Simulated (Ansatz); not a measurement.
# SrNiO3 (cubic perovskite) (Pm-3m): how robust is the cRPA U?, part 2 of 2

Wanted: the sensitivity and cost of U and J for SrNiO3 (cubic perovskite) (Pm-3m).

Ansatz 0.2.0; constrained RPA on LDA, plane waves, PAW.

So far. Step 3 (Changed: 2×2×2 mesh): On the Ni d shell, screening brings the on-site interaction from 27.4 eV down to U = 11.53 eV. Step 5 (Changed: accuracy low): On the Ni d shell, screening brings the on-site interaction from 27.3 eV down to U = 11.49 eV.

The structure was built from a prototype and need not be the compound's stable phase.

### Step 7. Changed: potentials

Contents of input.yaml:

```yaml
crystal:
  lattice:
    - [0.0, -3.73164954, 0.0]
    - [0.0, 0.0, 3.73164954]
    - [-3.73164954, 0.0, 0.0]
  atoms:
    - { symbol: Sr, position: [0.0, 0.0, 0.0] }
    - { symbol: Ni, position: [0.5, 0.5, 0.5] }
    - { symbol: O, position: [0.5, 0.5, 0.0] }
    - { symbol: O, position: [0.5, 0.0, 0.5] }
    - { symbol: O, position: [0.0, 0.5, 0.5] }
kpoints:
  mp_grid: { grid: [8, 8, 8] }
hamiltonian:
  xc: lda
  pseudopotentials: { kind: paw, source: ansatz }
scf:
  occupations: { method: gaussian, width: 0.08 }
  n_extra_bands: 19
  max_iter: 150
  lower_state_search: "off"
output:
  crpa:
    kmesh: [4, 4, 4]
    target_bands: [v12, c2]
    projections: [{ species: Ni, l: d, shell: 3 }, { species: O, l: p, shell: 2 }]
```

The run is started by

```console
ansatz run input.yaml --threads 4 --pin off --max-ram 9216MiB --backend cpu --events-out ev --progress --plain --runs-dir out
```

Numbers of over 12 decimals in the logs are rounded to 6 here.

The log of the run:

```text
[...]
Crystal: 5 atoms, lattice volume = 51.964 Å³
Basis set: ecut = 930 eV, 3407 PW (Γ)
Bands: 42, of which v1, the nominal top of the filled ones, is band 23 counted from 1 (22 counted from 0)
Symmetry: 48 space group operations
[...]
k-points: 35 of 512
[...]
screened: U = 7.8038 eV, U' = 6.3581 eV, J = 0.7148 eV
      screened, to within: U = 6.9e-3 eV, U' = 6.9e-3 eV, J = 9.0e-4 eV
      bare: V = 19.0639 eV, V' = 17.2243 eV, J = 0.9093 eV
    Site 4, 2P, 3 of 3 p orbitals (Wannier functions 12, 13, 14; wannier90's mr 1, 2, 3):
      screened: U = 7.8038 eV, U' = 6.3581 eV, J = 0.7148 eV
      screened, to within: U = 6.9e-3 eV, U' = 6.9e-3 eV, J = 9.0e-4 eV
      bare: V = 19.0639 eV, V' = 17.2243 eV, J = 0.9093 eV
[...]
[key lines of the parts left out:]
SCF converged after 10 iterations
Free energy (F): -10884.604707 eV
Fermi energy:    10.890118 eV
```

Wall time 14 min (4 threads of Arm Neoverse V1, shared host); peak memory 1.2 GiB.

This step gave:

| Property | Result |
| --- | --- |
| U | 11.54 eV |
| U prime (inter-orbital) | 9.920 eV |
| J | 0.8155 eV |
| bare V | 27.39 eV |
| bare J | 0.9643 eV |
| stated bound on U | 0.01401 eV |
| U over bare V | 0.4214 |
| electrons in the window | 24 |
| head of the constrained inverse dielectric matrix | 0.3553 |
| least eigenvalue of the projection's overlap | 0.7630 |
| target functions | 14 |
| bands in the sums | 50 |
| width of the target bands | 10.65 eV |
| weight of the projected orbitals in the window | 0.9554 |

On the Ni d shell, screening brings the on-site interaction from 27.4 eV down to U = 11.54 eV.

### Step 8. Changed: volume +6 %

The cell differs from the one that the last finished run ended in (a 3.732 → 3.805 Å, b 3.732 → 3.805 Å, c 3.732 → 3.805 Å).

input.yaml: that of step 7 with these lines changed.

```diff
@@ -2,5 +2,5 @@
   lattice:
-    - [0.0, -3.73164954, 0.0]
-    - [0.0, 0.0, 3.73164954]
-    - [-3.73164954, 0.0, 0.0]
+    - [0.0, -3.8048377198, 0.0]
+    - [0.0, 0.0, 3.8048377198]
+    - [-3.8048377198, 0.0, 0.0]
   atoms:
@@ -15,3 +15,2 @@
   xc: lda
-  pseudopotentials: { kind: paw, source: ansatz }
 scf:
@@ -26 +25,6 @@
     projections: [{ species: Ni, l: d, shell: 3 }, { species: O, l: p, shell: 2 }]
+  local_orbitals:
+    kmesh: [8, 8, 8]
+    orbitals: [{ species: Ni, l: d, shell: 3 }, { species: O, l: p, shell: 2 }]
+    window: { bands: [v12, c2] }
+    seedname: lo
```

The log of the run:

```text
[...]
Crystal: 5 atoms, lattice volume = 55.082 Å³
Basis set: ecut = 420 eV, 1045 PW (Γ)
Bands: 42, of which v1, the nominal top of the filled ones, is band 23 counted from 1 (22 counted from 0)
Symmetry: 48 space group operations
[...]
k-points: 35 of 512
[...]
screened: U = 7.7906 eV, U' = 6.3504 eV, J = 0.7117 eV
      screened, to within: U = 1.2e-2 eV, U' = 1.2e-2 eV, J = 1.0e-3 eV
      bare: V = 18.9828 eV, V' = 17.1538 eV, J = 0.9038 eV
    Site 4, 2P, 3 of 3 p orbitals (Wannier functions 12, 13, 14; wannier90's mr 1, 2, 3):
      screened: U = 7.7906 eV, U' = 6.3504 eV, J = 0.7117 eV
      screened, to within: U = 1.2e-2 eV, U' = 1.2e-2 eV, J = 1.0e-3 eV
      bare: V = 18.9828 eV, V' = 17.1538 eV, J = 0.9038 eV
[...]
[key lines of the parts left out:]
SCF converged after 8 iterations
Free energy (F): -10883.970556 eV
Fermi energy:    9.821721 eV
```

It took 3.3 min on 4 threads; peak memory 0.66 GiB; 12 min of CPU time.

Numbers from this step:

| Item | Value |
| --- | --- |
| U | 11.54 eV |
| U prime (inter-orbital) | 9.926 eV |
| J | 0.8136 eV |
| bare V | 27.30 eV |
| bare J | 0.9604 eV |
| stated bound on U | 0.02732 eV |
| U over bare V | 0.4229 |
| electrons in the window | 24.00 |
| head of the constrained inverse dielectric matrix | 0.3621 |
| least eigenvalue of the projection's overlap | 0.7658 |
| target functions | 14 |
| bands in the sums | 50 |
| r.m.s. miss of the model bands | 1.34e-4 eV |
| width of the target bands | 10.01 eV |
| weight of the projected orbitals in the window | 0.9572 |

On the Ni d shell, screening brings the on-site interaction from 27.3 eV down to U = 11.54 eV.

### Step 9. Side by side

Times are wall times on 4 threads of Arm Neoverse V1, shared host, good to a factor of about two.

```csv
run,bare V (eV),U (eV),J (eV),bound on U (eV),width (eV),time
target window,27.32,11.525,0.815,0.0252,10.65,3.2 min
2×2×2 mesh,27.39,11.527,0.814,0.0200,10.65,16 s
accuracy low,27.32,11.494,0.814,0.1783,10.65,2.6 min
potentials,27.39,11.543,0.816,0.0140,10.65,14 min
volume +6 %,27.30,11.544,0.814,0.0273,10.01,3.3 min
```

### Step 10. Summary of results

* target window: U 11.52 eV, J 0.81 eV
* 2×2×2 mesh: U 11.53 eV, J 0.81 eV
* accuracy low: U 11.49 eV, J 0.81 eV
* potentials: U 11.54 eV, J 0.82 eV
* volume +6 %: U 11.54 eV, J 0.81 eV

**Reading.** 2×2×2 mesh moves U by +0.002 eV (within the solver's bounds, for the mean over orbitals) at 0.086 times the time. Accuracy low moves U by −0.03 eV (within the solver's bounds, for the mean over orbitals). Potentials moves U by +0.02 eV (within the solver's bounds, for the mean over orbitals) at 4.4 times the time. Volume +6 % moves U by +0.02 eV (within the solver's bounds, for the mean over orbitals). The printed bound covers the solver alone, not the mesh, and no denser mesh than the base was run. The parent state is non-magnetic and the interaction static (zero frequency); U depends on the window and the orbitals, so it belongs to this model alone. A window that holds the anion p bands defines a model with explicit ligands; its U belongs to that model and is not the U of DFT+U.

[Paths, hosts, dates, memory and timing lines, banners, echoed tables and standing remarks are left out of the program output.]

[Logs are printed without paths, hosts, clocks, repeated set-up lines and the standing remarks that a program may print on its own settings, such as how far it seeks lower states.]

[Runs of the session that timed out or met a known fault of the program may be left out.]

[Hosts, paths, dates, database ids (printed as entryN), source tags and the programs' standing remarks are cut or masked in the printed files.]
